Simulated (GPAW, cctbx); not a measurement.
# Bonding in TlRhSe2 as X-rays see it

Aim: compute the bonding part of the density of TlRhSe2, find which reflections carry it, and see how it biases an ordinary refinement.

The cell comes from substitution in a known structure type and wasn't matched to any measured phase. All numbers below are calculated.

### 1. Relax the structure

The density hangs on the geometry, so cell and atoms are relaxed first, with the symmetry held. The cutoff is set higher than for the density because stress converges slowly with plane waves.

Settings: GPAW 26.7.0, PBE, 570 eV, 4×4×4 k-points, Fermi–Dirac width 0.05 eV, BFGS to 0.03 eV/Å.

```text
cell
1.0
     0.000000000   -3.654000000    0.000000000
     3.654000000    0.000000000    0.000000000
    -1.827000000    1.827000000    7.042000000
Tl Rh Se
1 1 2
Direct
0.000000000 0.000000000 0.000000000
0.250000000 0.750000000 0.500000000
0.355600000 0.355600000 0.711200000
0.644400000 0.644400000 0.288800000
```

```console
$ OMP_NUM_THREADS=1 mpirun -n 4 gpaw python run.py > gpaw.log
```

```text
BFGS:    0      -17.521631        0.623752
BFGS:    1      -17.537476        0.540723
BFGS:    2      -17.571865        0.200292
BFGS:    3      -17.575003        0.226710
...
BFGS:   11      -17.606859        0.115712
BFGS:   12      -17.608670        0.051634
BFGS:   13      -17.609086        0.015555
cell  3.8354 3.8354 7.3195  105.19 105.19 90.00
volume 100.007 A^3, largest force 0.014 eV/A, largest stress 0.10 GPa
```

After 13 steps the volume has changed by +6.4 % and the energy by -0.087 eV; the largest stress left is 0.10 GPa. It took 1.9 min on 4 cores of AMD EPYC 9R14 (Zen 4) (shared host), peak memory 1.5 GiB.

Relaxed structure: I-4m2 (no. 119), a = 3.8354 Å, b = 3.8354 Å, c = 13.5970 Å, α = 90.00°, β = 90.00°, γ = 90.00°.

```csv
atom,mult.,x,y,z
Tl1,2,0,0,0
Rh1,2,1/2,0,1/4
Se1,4,0,0,0.3556
```

### 2. Density and charge transfer

X-rays see the whole electron density, so the PAW density is rebuilt with its core regions. Subtracting spherical free atoms from the same code cancels the cores and leaves the deformation density Δρ, the part due to bonding.

Settings: PBE, 450 eV, 5×5×5 k-points, Fermi–Dirac width 0.05 eV; primitive cell of 4 atoms.

```console
$ OMP_NUM_THREADS=1 mpirun -n 4 gpaw python run.py > gpaw.log
```

```text
|iter:   1|       0s |  -17.889749 | -0.10 |       |
|iter:   2|       1s |  -17.716047 | -1.99 | -1.30 |
|iter:   3|       1s |  -17.432358 | -2.04 | -1.38 |
...
|iter:   8|       4s |  -17.387316c| -6.02 | -3.52 |
|iter:   9|       5s |  -17.387314c| -7.20 | -4.24c|
|iter:  10|       5s |  -17.387313c| -7.96c| -4.73c|
```

```text
gpts.py:43: UserWarning: Initial realspace grid (20,20,36) inconsistent with symmetries.
gpts.py:43: UserWarning: Initial realspace grid (20,20,36) inconsistent with symmetries.
gpts.py:43: UserWarning: Initial realspace grid (20,20,36) inconsistent with symmetries.
gpts.py:43: UserWarning: Initial realspace grid (20,20,36) inconsistent with symmetries.
gpts.py:70: UserWarning: Using symmetrized grid: (36,36,36).
gpts.py:70: UserWarning: Using symmetrized grid: (36,36,36).
gpts.py:70: UserWarning: Using symmetrized grid: (36,36,36).
gpts.py:70: UserWarning: Using symmetrized grid: (36,36,36).
grid (72, 72, 72)  electrons 194.000  moved by bonding 0.656 e
deformation density beyond 0.5 A of the nuclei: max 0.292, min -0.387 e/A^3
atom        x       y       z   Voronoi charge  moment
Tl1    0.0000  0.0000  0.0000      0.187       0.00
Rh2    0.2500  0.7500  0.5000      0.039       0.00
Se3    0.3556  0.3556  0.7111     -0.113       0.00
Se4    0.6444  0.6444  0.2889     -0.113       0.00
mean inner potential of superposed free atoms 17.295 V
total magnetic moment 0.000 muB
```

Deformation density in a plane through the shortest contact of the Rh atom at the origin, in 0.01 e/Å³ (clipped at ±99); x from -1.6 to 4.0 Å, y from 2.4 down to -2.4 Å:

```text
  3   .   .   .  -4  -1  -1  -1  -1  -1  -1   0   0   0   0  -1
  2   .   .   .  -4  -1   0  -1  -1  -1  -1   0   0   0  -1  -1
  1  -1  -2   1   4   2   1   0  -1  -1  -1   0   0   0   0  -1
  1   3   7  11   8   4   1   1   0  -1  -1   0   1   1   0   0
  1   3   4   1  -5   4   2   3   3  -1  -4  -2   1   1   0   0
  0  -1  -5 -17   .  32   2   5   7  -2  -4   .  -2  -1   0   0
 -1  -3 -12 -25   .   . -26   5  10  -2   .   .  -1  -2  -1  -1
  0  -1  -4  11   . -21  -9   4   7   0  -2   .   1   0   0   0
  0   0   1   4  -3 -13  -5   2   3   1   1   3   3   2   1   0
  0   0   1   1  -1  -3  -1   0   1   1   1   2   2   1   1   0
 -1   0   0   0   0   0   0   0   0   0   0   1   1   0   0  -1
 -1  -1   0   0   0   0   0  -1  -1  -1   0   0   0   0  -1  -1
 -1  -1  -1   0   0   0  -1  -1  -1  -1  -1   0   0   0  -1  -1
```

Atoms in or within 0.15 Å of the plane: Rh (0.0, 0.0), Se (-0.9, 2.2), Se (2.4, 0.0) Å. Dots mark points within about 0.45 Å of a nucleus; large values next to them are atomic features.

Se gains most (-0.11 e) and Tl loses most (+0.19 e), as electronegativity suggests. Such charges fall far short of formal ones, since overlapping free atoms already put density on their neighbours. Along the shortest contact from the Rh atom at the map's origin, Rh–Se at 2.40 Å, Δρ is +0.10 e/Å³ at the midpoint: a bond charge, the mark of covalency. At the midpoints of other shortest contacts it is 0.00 (Tl–Se, 3.35 Å) e/Å³. Point values carry grid noise of about 0.01 e/Å³. The run needed 10 iterations, 15 s.

### 3. From the density to structure factors

The Fourier components of Δρ, added to those of the free atoms, give the static X-ray structure factors; the Mott–Bethe relation turns them into the Fourier components V of the potential that fast electrons feel.

```text
static structure factors of the conventional cell: F in electrons, V (Mott-Bethe) in volts
   h  k  l      d  |F| table  |F| free   |F| DFT   change   |V| free  |V| DFT  change %
   0  0  2  6.7985    39.345    39.251    39.028   -0.223     0.136    0.100    -26.4
   1  0  1  3.6914   109.208   109.113   108.899   -0.214     3.430    3.473      1.2
   0  0  4  3.3992   121.138   120.964   120.608   -0.356     2.895    2.989      3.3
   1  0  3  2.9278   256.934   256.931   257.011    0.080     8.476    8.461     -0.2
   1  1  0  2.7120   176.714   176.869   177.008    0.139     5.247    5.224     -0.4
   1  1  2  2.5190   184.135   183.945   183.805   -0.140     5.115    5.136      0.4
   0  0  6  2.2662   134.371   134.442   134.556    0.115     3.355    3.341     -0.4
   1  0  5  2.2184   166.672   166.579   166.437   -0.142     4.510    4.530      0.4
   1  1  4  2.1200    26.397    26.388    26.003   -0.385     2.237    2.276      1.8
   2  0  0  1.9177   291.783   291.606   291.191   -0.415     8.124    8.159      0.4
   2  0  2  1.8457    38.579    38.577    38.898    0.321     0.043    0.020    -51.9
   1  1  6  1.7390   249.811   249.641   249.381   -0.261     6.466    6.484      0.3
   1  0  7  1.7329    68.974    68.965    68.869   -0.095     1.905    1.923      0.9
   2  1  1  1.7018    89.790    89.777    89.767   -0.010     2.060    2.066      0.3
```

The largest X-ray change is -0.41 e on 200, 0.1 % of |F|. For electrons V goes as (Z − F)/g², so a change of F counts against Z − F, which is small at low angle and wherever the atoms' terms cancel: |V| of 002 moves by -26.4 % (0.14 to 0.10 V) against -0.6 % in |F|. The last three rows still change by up to 0.26 e; the table stops while the angles are still low. The tabulated Hartree–Fock atoms differ from the free DFT atoms by up to 0.19 e, so the choice of reference atom matters too.

### 4. The functional ladder

The same geometry is run with other functionals, to see whether the bonding signal is larger than the spread between approximations. Free atoms are LDA for LDA and PBE otherwise. Any other changed setting is in the row's label.

| run | ΔF 200 (e) | ΔF 114 (e) | ΔF 004 (e) | q(Se) (e) | moved (e) | time |
| --- | --- | --- | --- | --- | --- | --- |
| PBE | -0.415 | -0.385 | -0.356 | -0.113 | 0.656 | 15 s |
| LDA | -0.417 | -0.379 | -0.307 | -0.099 | 0.628 | 14 s |
| revPBE | -0.414 | -0.396 | -0.361 | -0.119 | 0.684 | 15 s |
| PBE 1×1×1 (unsound) | -0.873 | -0.040 | -0.626 | -0.178 | 1.084 | 7.8 s |

At the base's settings ΔF(200) spans -0.417 to -0.414 e, a spread of 1 % of the PBE value; over the three listed reflections the spread is at most 15 %, so sign and size hold across the functionals. The run marked unsound (k-mesh far too coarse) misses ΔF(200) by 0.458 e. Times are from shared hosts.

### 5. Refining ordinary atoms against data with bonding

Routine crystallography fits spherical atoms. To see the bias, intensities are simulated from tabulated atoms plus the DFT change ΔF, so that bonding alone can misfit (4630 reflections of the full sphere, merged to the counts below, to 0.45 Å, 0.5 % proportional noise plus counting noise, assumed isotropic U as listed, Δρ smeared by the mean U) and refined with cctbx over different ranges.

| range | data | R1 | GooF | U Tl1 (true 0.0057) | U Rh1 (true 0.0071) | U Se1 (true 0.0079) | largest shift (Å) | Δρ max, min (e/Å³) |
| --- | --- | --- | --- | --- | --- | --- | --- | --- |
| all data | 687 | 0.0032 | 0.92 | 0.0057 | 0.0071 | 0.0079 | 0.0001 | 0.32, -0.28 |
| low resolution, d > 0.84 | 120 | 0.0021 | 0.92 | 0.0057 | 0.0070 | 0.0079 | 0.0001 | 0.11, -0.13 |
| high order, d < 0.75 | 524 | 0.0038 | 0.91 | 0.0057 | 0.0071 | 0.0079 | 0.0003 | 0.30, -0.22 |
| occupancies free, d > 0.7 | 200 | 0.0022 | 0.88 | 0.0057 | 0.0070 | 0.0078 | 0.0000 | 0.15, -0.14 |

With all data GooF is 0.92, so at this noise the bonding hardly shows; the top residual peak lies 0.77 Å from Tl and 2.96 Å from Se. No U is off by more than 3 s.u. at low resolution. With Tl1 held at 1 and the scale free, the other occupancies refine to Rh1 0.997(0.001) and Se1 0.997(0.001), on sites that are all full: they absorb part of the misfit, and only ratios to the fixed site mean anything.

### 6. Answer

Bonding moves 0.66 e in the primitive cell of TlRhSe2 and changes the structure factors of the conventional cell in the table above by at most 0.41 e (200, 0.1 %), and among reflections above 2 % of the strongest by up to 1.5 % (114). The shortest bond, Rh–Se, has Δρ = +0.10 e/Å³ at its midpoint, a covalent bond charge. At the base's settings ΔF(200) spans -0.417 to -0.414 e, a spread of 1 % of the PBE value; over the three listed reflections the spread is at most 15 %, so sign and size hold across the functionals. With all data GooF is 0.92, so at this noise the bonding hardly shows. Limits: static density, frozen cores, no spin–orbit coupling.

[Outputs are excerpts: Python notices, other lines and further rows are left out; steps that failed or that the build refused (PBEsol, TPSS) are not shown.]

[Logs are printed without paths, hosts, clocks, repeated set-up lines and the standing remarks that a program may print on its own settings, such as how far it seeks lower states.]
